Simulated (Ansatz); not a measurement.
# ScCu (Pm-3m): Grüneisen parameters, part 2 of 2

Does ScCu (Pm-3m) expand much on heating, by its phonons?

Ansatz 0.2.0; DFT PBEsol, scalar-relativistic, plane waves, PAW; PAW set soft_1.

So far, highest frequency on path, mesh or solved points (cm⁻¹): step 2 (response at finite wavevector) 244.

## 4. Phonons at the other volume, volume ratio 0.97

The phonons are repeated at this volume on the same meshes, so that differences come from the volume alone.

Contents of input.yaml:

```yaml
crystal:
  lattice:
    - [3.1766656146, 0.0, 0.0]
    - [0.0, 3.1766656146, 0.0]
    - [0.0, 0.0, 3.1766656146]
  atoms:
    - { symbol: Sc, position: [0.5, 0.5, 0.5] }
    - { symbol: Cu, position: [0.0, 0.0, 0.0] }
kpoints:
  mp_grid: { grid: [16, 16, 16] }
hamiltonian:
  xc: pbesol
  pseudopotentials: { kind: paw, azcp: { folder: soft_1 }, xc_functional: pbe }
scf:
  occupations: { method: methfessel_paxton, width: 0.2 }
output:
  eigenvalues: true
phonons:
  method: dfpt
  qmesh: [4, 4, 4]
  temperatures: { t_max: 1000, t_step: 50 }
  qpath:
    path:
      - [[0.0, 0.0, 0.0], [0.0, 0.5, 0.0], [0.5, 0.5, 0.0], [0.0, 0.0, 0.0], [0.5, 0.5, 0.5], [0.0, 0.5, 0.0]]
      - [[0.5, 0.5, 0.5], [0.5, 0.5, 0.0]]
    npoints: 10
```

Started as:

```sh
> ansatz run input.yaml --threads 4 --pin off --max-ram 10240MiB --backend cpu --events-out ev --progress --plain --runs-dir out
```

The log of the run:

```text
[...]
Crystal: 2 atoms, lattice volume = 32.056 Å³
Basis set: ecut = 420 eV, 619 PW (Γ), exchange–correlation on 48×48×48 points (8 copies of the dense FFT grid, shifted against one another)
Bands: 19, of which v1, the nominal top of the filled ones, is band 15 counted from 1 (14 counted from 0)
Symmetry: 48 space group operations
k-points: 165 of 4096
[...]
SCF iter   1: F=—  HF=-8710.497588 eV  |F-HF|=—  |Δ(HF+E_count)|=         —  Δρ=9.66e-1  dr2=2.51e2  ethr=3.10e-3  ⟨swp⟩=4.5  Hψ=24494  notcnv=0
[...]
SCF iter  13: F=-8700.682974 eV  HF=-8700.682974 eV  |F-HF|=1.82e-12  |Δ(HF+E_count)|=    0.00e0  S|Δr|=    0.00e0  Δρ=3.81e-8  dr2=2.65e-13  ethr=1.00e-12  ⟨swp⟩=8.9  Hψ=15380  notcnv=0
SCF 1 converged in 13 iterations: F = -8700.682974 eV  dr2 = 2.65e-13
[...]
SCF iter   2: F=-8700.682974 eV  HF=-8700.682974 eV  |F-HF|=1.82e-12  |Δ(HF+E_count)|=   3.85e-9  S|Δr|=    0.00e0  Δρ=1.41e-7  dr2=3.58e-12  ethr=1.00e-12  ⟨swp⟩=4.1  Hψ=9688  notcnv=0
SCF 2 converged in 2 iterations: F = -8700.682974 eV  dr2 = 3.58e-12
[...]
NSCF: frozen V_eff on 165 k-points
[...]
SCF converged after 13 iterations
[...]
Free energy (F): -8700.682974 eV
[...]
Internal energy: -8700.686044 eV  (E = F + TS)
E sigma→0 (E₀):  -8700.683742 eV
Entropy (-TS):   0.003070 eV (1.535 meV/atom)
Fermi energy:    13.400342 eV
[...]
--- Band table (eV; the first three rows and the last of 165) ---
  k-point 0: bands = [... 11 lower, 10.2769, 10.2769, 10.2769, 13.9665, 13.9665, 16.8761, 16.8761, 16.8761, ... 4 higher]
  k-point 1: bands = [... 11 lower, 10.2721, 10.2721, 10.2811, 13.9569, 13.9658, 16.7475, 16.7475, 16.8720, ... 4 higher]
  k-point 2: bands = [... 11 lower, 10.2587, 10.2587, 10.2932, 13.9287, 13.9425, 16.4302, 16.4302, 16.8602, ... 4 higher]
  k-point 164: bands = [... 11 lower, 10.6732, 10.6732, 11.7729, 11.7729, 11.7729, 16.8029, 17.6743, 17.6743, ... 4 higher]
[...]
ASR residual: 4.690e-5 → 0.000e0 eV/Å²; symmetrization residual: 6.470e-6 eV/Å²
  ASR residual per site (eV/Å²): 9.56e-6 4.69e-5
  Γ frequencies (cm⁻¹): 0.00 0.00 0.00 205.06 205.06 205.06
--- Phonons (arbitrary-q DFPT): 10 irreducible q on the 4×4×4 mesh ---
[...]
interpolated dispersion: 62 rows × 6 modes
[...]
```

Elapsed: 13 min, on 4 threads of Arm Neoverse V1, shared host; peak memory 3.7 GiB.

Numbers from this step:

| Item | Value |
| --- | --- |
| sum-rule residual before enforcement | 4.69e-5 eV/Å² |
| highest frequency on path, mesh or solved points | 255.5 cm⁻¹ |
| mean frequency | 153.7 cm⁻¹ |
| Debye temperature (second moment) | 310 K |
| logarithmic mean frequency | 138.5 cm⁻¹ |
| highest optical mode at the zone centre (no LO-TO term) | 205.1 cm⁻¹ |
| lowest optical zone-centre mode | 205.1 cm⁻¹ |
| lowest mode on the q mesh (acoustic modes at Γ apart) | 27.16 cm⁻¹ |
| zero-point energy per atom | 28.59 meV |
| heat capacity at 300 K | 23.68 J/(mol atoms K) |
| vibrational entropy at 300 K | 35.8 J/(mol atoms K) |

Frequencies (cm⁻¹) solved at each irreducible wavevector; negative means imaginary. Frequencies by wavevector, by row:

```csv
q in reciprocal lattice units,star,mode 1,mode 2,mode 3,mode 4,mode 5,mode 6
0 0 0,1,0,0,0,205.1,205.1,205.1
0 0 0.25,6,83.1,83.1,109.1,192.6,192.6,227.3
0 0 -0.5,3,116,138.4,138.4,159,159,254.2
0 0.25 0.25,12,63.6,103.8,130.5,174.6,219.1,219.2
0 0.25 -0.5,12,67.3,102.1,138.1,141.4,216.7,253.9
0 -0.5 -0.5,3,27.2,27.2,124.3,135.9,242.8,242.8
0.25 0.25 0.25,8,98,98,114.2,210,213.7,213.7
0.25 0.25 -0.5,12,59.6,102.1,124.3,203.8,209.4,250
0.25 -0.5 -0.5,6,69.2,69.2,121,192.7,248.8,248.8
-0.5 -0.5 -0.5,1,89.5,89.5,89.5,252.2,252.2,252.2
```

The highest optical mode at the zone centre (no LO-TO term) is 205.1 cm⁻¹, +11.2 cm⁻¹ against the base run.

## 5. Relaxing at another volume, volume ratio 1.03

The volume is scaled by 1.03 and held; symmetry leaves nothing to relax, so this is a single point. The modes can then be followed against volume.

input.yaml, the sections that differ from step 4:

```yaml
crystal:
  lattice:
    - [3.2408579724, 0.0, 0.0]
    - [0.0, 3.2408579724, 0.0]
    - [0.0, 0.0, 3.2408579724]
  atoms:
    - { symbol: Sc, position: [0.5, 0.5, 0.5] }
    - { symbol: Cu, position: [0.0, 0.0, 0.0] }
output:
  forces: true
  stress: true
  eigenvalues: true
# kpoints, hamiltonian, scf: as in step 4
# phonons: removed
```

The log of the run:

```text
[...]
Crystal: 2 atoms, lattice volume = 34.039 Å³
Basis set: ecut = 420 eV, 691 PW (Γ), exchange–correlation on 48×48×48 points (8 copies of the dense FFT grid, shifted against one another)
Bands: 19, of which v1, the nominal top of the filled ones, is band 15 counted from 1 (14 counted from 0)
Symmetry: 48 space group operations
[...]
k-points: 165 of 4096
[...]
--- Band table (eV; the first three rows and the last of 165) ---
  k-point 0: bands = [... 11 lower, 9.4803, 9.4803, 9.4803, 12.9983, 12.9983, 15.6970, 15.6970, 15.6970]
  k-point 1: bands = [... 11 lower, 9.4757, 9.4757, 9.4841, 12.9903, 12.9961, 15.5815, 15.5815, 15.6935]
  k-point 2: bands = [... 11 lower, 9.4629, 9.4629, 9.4950, 12.9671, 12.9690, 15.2944, 15.2944, 15.6834]
  k-point 164: bands = [... 11 lower, 9.8419, 9.8419, 10.9833, 10.9833, 10.9833, 15.5791, 16.4337, 16.4337]
[key lines of the parts left out:]
SCF converged after 12 iterations
Free energy (F): -8700.683925 eV
Fermi energy:    12.452569 eV
P = ⅓ Tr σ = -2.7400 GPa (-27.400 kbar)
```

Run time: 2.5 s. Hardware: 4 threads; peak memory 0.4 GiB; 8.8 s of CPU time.

Read from the output:

```
pressure        : -2.740 GPa
volume per atom : 17.02 Å³
```

The run ends at a pressure of -2.74 GPa.

## 6. Phonons at the other volume, volume ratio 1.03

The phonons are repeated at this volume on the same meshes, so that differences come from the volume alone.

input.yaml, as its differences from that of step 5:

```diff
@@ -16,4 +16,11 @@
 output:
-  forces: true
-  stress: true
   eigenvalues: true
+phonons:
+  method: dfpt
+  qmesh: [4, 4, 4]
+  temperatures: { t_max: 1000, t_step: 50 }
+  qpath:
+    path:
+      - [[0.0, 0.0, 0.0], [0.0, 0.5, 0.0], [0.5, 0.5, 0.0], [0.0, 0.0, 0.0], [0.5, 0.5, 0.5], [0.0, 0.5, 0.0]]
+      - [[0.5, 0.5, 0.5], [0.5, 0.5, 0.0]]
+    npoints: 10
```

The log of the run:

```text
[...]
Crystal: 2 atoms, lattice volume = 34.039 Å³
Basis set: ecut = 420 eV, 691 PW (Γ), exchange–correlation on 48×48×48 points (8 copies of the dense FFT grid, shifted against one another)
Bands: 19, of which v1, the nominal top of the filled ones, is band 15 counted from 1 (14 counted from 0)
Symmetry: 48 space group operations
k-points: 165 of 4096
[...]
k-point 164: bands = [... 11 lower, 9.8419, 9.8419, 10.9833, 10.9833, 10.9833, 15.5791, 16.4337, 16.4337, ... 4 higher]
[...]
ASR residual: 6.100e-5 → 0.000e0 eV/Å²; symmetrization residual: 1.673e-6 eV/Å²
  ASR residual per site (eV/Å²): 1.66e-5 6.10e-5
  Γ frequencies (cm⁻¹): 0.00 0.00 0.00 183.04 183.04 183.04
--- Phonons (arbitrary-q DFPT): 10 irreducible q on the 4×4×4 mesh ---
[...]
interpolated dispersion: 62 rows × 6 modes
[...]
[key lines of the parts left out:]
SCF converged after 14 iterations
Free energy (F): -8700.683925 eV
Fermi energy:    12.452571 eV
```

Run time: 14 min. Hardware: 4 threads; peak memory 3.9 GiB; 53 min of CPU time.

Read from the output:

* sum-rule residual before enforcement: 6.10e-5 eV/Å²
* highest frequency on path, mesh or solved points: 232.3 cm⁻¹
* mean frequency: 139.3 cm⁻¹
* Debye temperature (second moment): 280 K
* logarithmic mean frequency: 125.9 cm⁻¹
* highest optical mode at the zone centre (no LO-TO term): 183.0 cm⁻¹
* lowest optical zone-centre mode: 183.0 cm⁻¹
* lowest mode on the q mesh (acoustic modes at Γ apart): 29.48 cm⁻¹
* zero-point energy per atom: 25.91 meV
* heat capacity at 300 K: 23.89 J/(mol atoms K)
* vibrational entropy at 300 K: 38.06 J/(mol atoms K)

Frequencies (cm⁻¹) solved at each irreducible wavevector; negative means imaginary. Frequencies by wavevector, by row:

```csv
q in reciprocal lattice units,star,mode 1,mode 2,mode 3,mode 4,mode 5,mode 6
0 0 0,1,0,0,0,183,183,183
0 0 0.25,6,76.6,76.6,98.5,173,173,205.3
0 0 -0.5,3,102.2,124.9,124.9,146,146,232
0 0.25 0.25,12,62.3,95.3,117.1,157,194.8,200.7
0 0.25 -0.5,12,63.2,94.1,124.5,128.6,195.3,229.6
0 -0.5 -0.5,3,29.5,29.5,111,122.1,218.5,218.5
0.25 0.25 0.25,8,89.8,89.8,105.2,189.6,192.9,192.9
0.25 0.25 -0.5,12,54.9,93.4,110,182.2,193.2,226.4
0.25 -0.5 -0.5,6,58.5,58.5,106.4,177.3,226.8,226.8
-0.5 -0.5 -0.5,1,73.2,73.2,73.2,232.2,232.2,232.2
```

The highest optical mode at the zone centre (no LO-TO term) is 183.0 cm⁻¹, -10.8 cm⁻¹ against the base run.

## 7. Grüneisen parameters

The Grüneisen parameter of a mode is minus the logarithmic change of its frequency with volume, −d ln ω / d ln V; weighted by heat capacity it gives the expansion.

This step gave:

| Quantity | Value |
| --- | --- |
| bulk modulus | 99 GPa |

The phonon branches at the labelled points (cm⁻¹):

```csv
point,branch 1,branch 2,branch 3,branch 4,branch 5,branch 6
Γ,0,0,0,194,194,194
halfway,80,80,104,183,183,216
X,109,132,132,152,152,243
halfway,66,98,131,135,206,242
M,29,29,118,129,230,230
halfway,63,99,124,166,207,210
Γ,0,0,0,194,194,194
halfway,94,94,110,200,203,203
R,81,81,81,242,242,242
halfway,58,98,117,193,201,238
X,109,132,132,152,152,243
jump to R,81,81,81,242,242,242
halfway,64,64,114,185,238,238
M,29,29,118,129,230,230
```

The same for volume x 0.97:

```csv
point,branch 1,branch 2,branch 3,branch 4,branch 5,branch 6
Γ,0,0,0,205,205,205
X,116,138,138,159,159,254
M,27,27,124,136,243,243
Γ,0,0,0,205,205,205
R,90,90,90,252,252,252
X,116,138,138,159,159,254
R,90,90,90,252,252,252
M,27,27,124,136,243,243
```

The same for volume x 1.03:

```csv
point,branch 1,branch 2,branch 3,branch 4,branch 5,branch 6
Γ,0,0,0,183,183,183
X,102,125,125,146,146,232
M,30,30,111,122,218,218
Γ,0,0,0,183,183,183
R,73,73,73,232,232,232
X,102,125,125,146,146,232
R,73,73,73,232,232,232
M,30,30,111,122,218,218
```

The first set of phonon branches as a text plot (rows in cm⁻¹):

```
    250 |
    240 |      *******                       *****************
    229 |    **       *****                **    **           ***
    218 |   *       **    ***              *      **       *
    208 |                    *          ***        *        *
    197 |***       *          ***********           *
    186 |  **     *            **   ****             *       *
    176 |    **               *                       *
    165 |                    *                         *
    154 |      ***         **                           **
    144 |         **      *                                   *
    133 |       **********                             ***     **
    122 |      *  *  ******  **      ***             ***      ***
    112 |    ****  *       **  *        *          ** *  *   *
    101 |   * *  *           *           **       * **  *  **
     90 |    *            *         *   *****    ***
     80 |  **     ***         * *      *   *******     *  **
     69 |            *   *     *     **           *   *     **
     59 | *         *     *****                    ***
     48 |  *         **  *     **  **                         *
     37 | *           * *       **                             **
     27 |*             *         * *
     16 |*
      5 |                         *
         Γ      X      M          Γ            R        X|R     M
```

Mode Grueneisen parameter -dln(w)/dln(V), modes matched by rank; at Γ the acoustic branches take the value of a neighbouring point of the path. Mode grüneisen parameters along the path, in :

```csv
point,branch 1,branch 2,branch 3,branch 4,branch 5,branch 6
Γ,1.27,1.27,1.44,1.90,1.90,1.90
halfway,1.36,1.36,1.70,1.79,1.79,1.70
X,2.11,1.71,1.71,1.42,1.42,1.52
halfway,1.05,1.36,1.73,1.59,1.73,1.68
M,-1.35,-1.35,1.89,1.78,1.76,1.76
halfway,0.34,1.41,1.81,1.77,1.96,1.47
Γ,0.70,1.25,1.61,1.90,1.90,1.90
halfway,1.46,1.46,1.37,1.70,1.70,1.70
R,3.37,3.37,3.37,1.37,1.37,1.37
halfway,1.37,1.48,2.04,1.87,1.34,1.65
X,2.11,1.71,1.71,1.42,1.42,1.52
jump to R,3.37,3.37,3.37,1.37,1.37,1.37
halfway,2.80,2.80,2.14,1.39,1.54,1.54
M,-1.35,-1.35,1.89,1.78,1.76,1.76
```

The mode Grüneisen parameters as a text plot (rows in , shown from -1.1 to 3.4 only):

```
   3.28 |                                    ****         *
   3.09 |                                    *   *         **
   2.91 |                                        *
   2.72 |                                   *    **          *
   2.54 |                                   *     *        *
   2.35 |                                  *      *         *
   2.17 |      **                                  *     *   *
   1.98 |*    *  *     *   *** * ******             **  *     *
   1.80 | ****  * **************** ***** ***       ** ****     **
   1.61 |  **********    **** *******  ******     ********   ***
   1.43 |** ********      *****      ** *  *******************
   1.24 |***       **          ****      **
   1.06 |            *   *             *              *
   0.87 |                          ****              *         *
   0.69 |           * *         ***
   0.50 |                      *
   0.32 |            *    *****
   0.13 |               **
  -0.05 |
  -0.24 |             *
  -0.43 |                                                       *
  -0.61 |               *
  -0.80 |
  -0.98 |
         Γ      X      M          Γ            R        X|R     M
```

(dS/dlnV)/C_V. Table of thermodynamic Grueneisen parameter by temperature:

```csv
temperature (K),thermodynamic Grueneisen parameter
50,1.48
100,1.56
150,1.58
200,1.58
250,1.58
300,1.59
350,1.59
400,1.59
450,1.59
500,1.59
550,1.59
600,1.59
650,1.59
700,1.59
750,1.59
800,1.59
850,1.59
900,1.59
950,1.59
1000,1.59
```

Gamma C_V/(B V) at the static volume. Volume expansion against temperature:

```csv
temperature (K),volume expansion (1e-6/K)
50,13.1
100,27.3
150,33.4
200,36.1
250,37.5
300,38.3
350,38.8
400,39.1
450,39.4
500,39.5
550,39.6
600,39.8
650,39.8
700,39.9
750,39.9
800,40.0
850,40
900,40.0
950,40.0
1000,40.1
```

## 8. Results

| Quantity | Value |
| --- | --- |
| bulk modulus | 99 GPa |
| thermodynamic Grüneisen parameter at 300 K | 1.586 |
| volume expansion at 300 K, estimated | 38.31 × 10⁻⁶ K⁻¹ |

In words: By this estimate the volume grows by 38.3 × 10⁻⁶ per kelvin at 300 K. The highest optical mode at Γ goes from 205 to 183 cm⁻¹ as the cell grows, a Grüneisen parameter of 1.89. Mode parameters on the path run from -1.4 to 3.4, with a median of 1.7. Modes with negative values stiffen as the cell grows and pull against the expansion. Branches are matched by rank, so values near crossings are rough. The expansion is the Grüneisen estimate at the static volume, with the static bulk modulus. With no gap, or one that is small against the smearing, the frequencies hang on the k mesh and the smearing, most of all near Kohn anomalies. The PAW files were made for PBE and serve the other functionals too. A phonon run warned that its eigensolver left some bands unconverged in a pass.

[Long decimals in the printed logs are rounded to 6 places.]

[Logs are printed without paths, hosts, clocks, repeated set-up lines and the standing remarks that a program may print on its own settings, such as how far it seeks lower states.]

[Hosts, paths, dates, database ids (printed as entryN), source tags and the programs' standing remarks are cut or masked in the printed files.]

[Where the starting crystal was built by hand or by swapping elements, it need not be the compound's stable phase.]
